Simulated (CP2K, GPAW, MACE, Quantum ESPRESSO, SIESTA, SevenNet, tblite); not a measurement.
# Which site? F in place of Cl in generalised stacking fault on (110) of a LiCl-LiBr solid solution (56 atoms), by several methods

At which of several sites of generalised stacking fault on (110) of a LiCl-LiBr solid solution (56 atoms) does F in place of Cl cost least, and do cheaper methods find the same site as plane waves?

The results are calculated values.

**1. Set-up**

The cell holds 56 atoms (28 Li, 10 Br and 18 Cl), with edges of 7.45, 5.27 and 26.49 Å. Recipe: rock-salt LiCl lattice (a = 5.2663 Å, the value set for the mixture), cell with z along [110], 2 x 1 x 7 periods; the third cell vector is tilted by 0.917 of 1/2[1-10] and lengthened by 0.2 Å, so the cell holds one fault; displaced by a Gaussian of 0.01 Å; 10 of 28 Cl sites given to Br at random (lattice constant by Vegard's rule between LiCl and LiBr). Then the atoms were relaxed with SevenNet 0 in the fixed cell.

**2. The reference input**

Quantum ESPRESSO 7.5: Kohn-Sham DFT, PBE, SSSP efficiency 1.3.0 pseudopotentials, plane waves. Its input, pw.in, for the unchanged cell:

```
&control
  calculation = 'scf'
  pseudo_dir = './pseudo'
  outdir = './tmp'
  disk_io = 'none'
  tprnfor = .true.
  tstress = .true.
/
&system
  ibrav = 0
  nat = 56
  ntyp = 3
  ecutwfc = 60
  ecutrho = 480
  nosym = .true.
  occupations = 'smearing'
  smearing = 'fd'
  degauss = 0.003675
/
&electrons
  conv_thr = 2.8e-07
  electron_maxstep = 100
  mixing_beta = 0.2
  mixing_mode = 'local-TF'
  diagonalization = 'david'
/
ATOMIC_SPECIES
Li 6.940 Li.upf
Br 79.904 Br.upf
Cl 35.450 Cl.upf
CELL_PARAMETERS angstrom
7.44767 0.00000 0.00000
0.00000 5.26630 0.00000
3.41349 0.00000 26.26686
ATOMIC_POSITIONS crystal
Li 0.54100 0.00109 0.98748
Br 0.73601 0.00115 0.06688
Li 0.94063 0.00084 0.14385
Cl 0.65968 0.00101 0.21186
[... 50 atom lines left out ...]
Li 0.34233 0.49991 0.92212
Br 0.03015 0.50135 0.99316
K_POINTS gamma
```

```console
$ OMP_NUM_THREADS=1 mpirun -np 4 pw.x -in pw.in > output.txt
```

The job ended after 3 min (4 MPI ranks of Arm Neoverse V1, shared host; peak memory 3 GiB; 12 min of CPU time).

It converged with an r.m.s. force component of 0.040 eV/Å and a pressure of -0.39 GPa.

**3. Levels of theory**

The levels share the cells and solve them as single points, though not every level runs every cell. CPU time is summed over a level's finished runs, on a host shared with the other runs, so it is rough; the force column is the median over cells of the r.m.s. difference of force components from the reference.

| level | basis or training data | k-points | runs finished | CPU time | peak memory (GiB) | force difference (meV/Å) |
| --- | --- | --- | --- | --- | --- | --- |
| QE, PBE | plane waves, SSSP efficiency, 60/480 Ry | Γ | 6 of 6 | 80 min | 3.0 | reference |
| CP2K double zeta, PBE | DZVP-UZH, GTH-PBE potentials, 800 Ry | Γ | 5 of 5 | 37 min | 5.5 | 21 |
| SIESTA DZP, PBE | DZP orbitals, shift 0.01 Ry, mesh 500 Ry | Γ | 5 of 5 | 24 min | 1.8 | 18 |
| CP2K double zeta, LDA | DZVP-MOLOPT-SR, GTH-PADE potentials, 800 Ry | Γ | 5 of 5 | 34 min | 4.3 | 15 |
| tblite GFN1-xTB | tight binding with its own dispersion term | Γ | 5 of 5 | 20 s | 0.11 | 60 |
| MACE MP-0b3 medium | trained on PBE(+U) plane-wave data | - | 6 of 6 | 48 s | 0.82 | 50 |
| SevenNet 0 | trained on PBE(+U) plane-wave data | - | 6 of 6 | 49 s | 0.68 | 54 |

The reference's own r.m.s. force component runs from 40 to 62 meV/Å over these cells. SevenNet 0 relaxed the atoms, so in the cells that it relaxed its own forces are small, and its entry isn't an independent test there.

**4. The sites**

Each changed cell was relaxed with SevenNet 0 before the single points. Neighbours are the site's nearest atoms before the change.

```tsv
site	nearest atoms	their mean distance (Å)	atoms within 6 Å	largest move on relaxing (Å)	longest force left in the reference (eV/Å)
Cl42	Li5	2.56	48	0.78	0.40
Cl12	Li6	2.62	54	0.51	0.26
Cl22	Li6	2.63	52	0.50	0.29
Cl8	Li6	2.60	54	0.51	0.27
Cl50	Li6	2.58	54	0.41	0.16
```

**5. Site energies**

All changed cells hold the same atoms, so within one level their energies compare with no chemical potential. Energies in eV, less that of Cl42, the reference's cheapest site; the last column is the largest deviation from the reference once each row's mean is taken off.

```tsv
level	Cl42	Cl12	Cl22	Cl8	Cl50	cheapest	largest deviation
QE, PBE	0.00	0.12	0.18	0.24	0.35	Cl42	-
CP2K double zeta, PBE	0.00	0.12	0.18	0.22	0.29	Cl42	0.05
SIESTA DZP, PBE	0.00	0.13	0.19	0.24	0.28	Cl42	0.06
CP2K double zeta, LDA	0.00	0.14	0.20	0.26	0.40	Cl42	0.03
tblite GFN1-xTB	0.00	0.04	0.13	0.17	0.28	Cl42	0.05
MACE MP-0b3 medium	0.00	0.10	0.16	0.19	0.41	Cl42	0.06
SevenNet 0	0.00	0.15	0.19	0.20	0.35	Cl42	0.04
```

**6. Outcome**

In the reference the cheapest site is Cl42 (Li5) and the dearest Cl50 (Li6), 0.35 eV higher. All 6 other levels pick the same cheapest site, and all give the whole order. CP2K double zeta, LDA follows the reference most closely (0.03 eV at worst) and SIESTA DZP, PBE least (0.06 eV).

The other programs at PBE deviate by 0.06 eV at most, the learned potentials by 0.04 to 0.06 eV. The reference's gap of 5.00 eV in the unchanged cell becomes 4.79 eV (Cl42), 4.87 eV (Cl12), 4.89 eV (Cl22), 4.66 eV (Cl8) and 4.77 eV (Cl50).

**Limits.** The geometries are those of SevenNet 0; forces of up to 0.40 eV/Å remain in the reference, so relaxing in DFT would lower the energies, by amounts that can differ from site to site. For SevenNet 0 alone these are relaxed energies. Defects interact with their periodic images. Only 5 of the 18 Cl sites are compared. Learned potentials don't solve for electrons, so the charge or spin state of a defect can't be set in them. The cell is under 6 Å thick along one periodic direction, so every atom has periodic images of itself close by, which move with it. The reference samples only Γ, in a cell whose shortest periodic width is 5 Å. The reference isn't exact: its cutoffs and mesh weren't converged further here. SIESTA's automatically made basis is far from complete, and its potentials were converted by us (checked for H, C, O, Si, Ge and Ca alone). The learned potentials mimic data converged in k, so the sampling error of the reference's coarse mesh counts against them here, while programs on the same mesh share it. Spin–orbit coupling is left out. Where levels are smeared, the DFT runs use Fermi–Dirac occupations at 580 K (0.05 eV), and energies are free energies.

[Logs are printed without paths, hosts, clocks, repeated set-up lines and the standing remarks that a program may print on its own settings, such as how far it seeks lower states.]

[Hosts, paths, dates, database ids (printed as entryN), source tags and the programs' standing remarks are cut or masked in the printed files.]
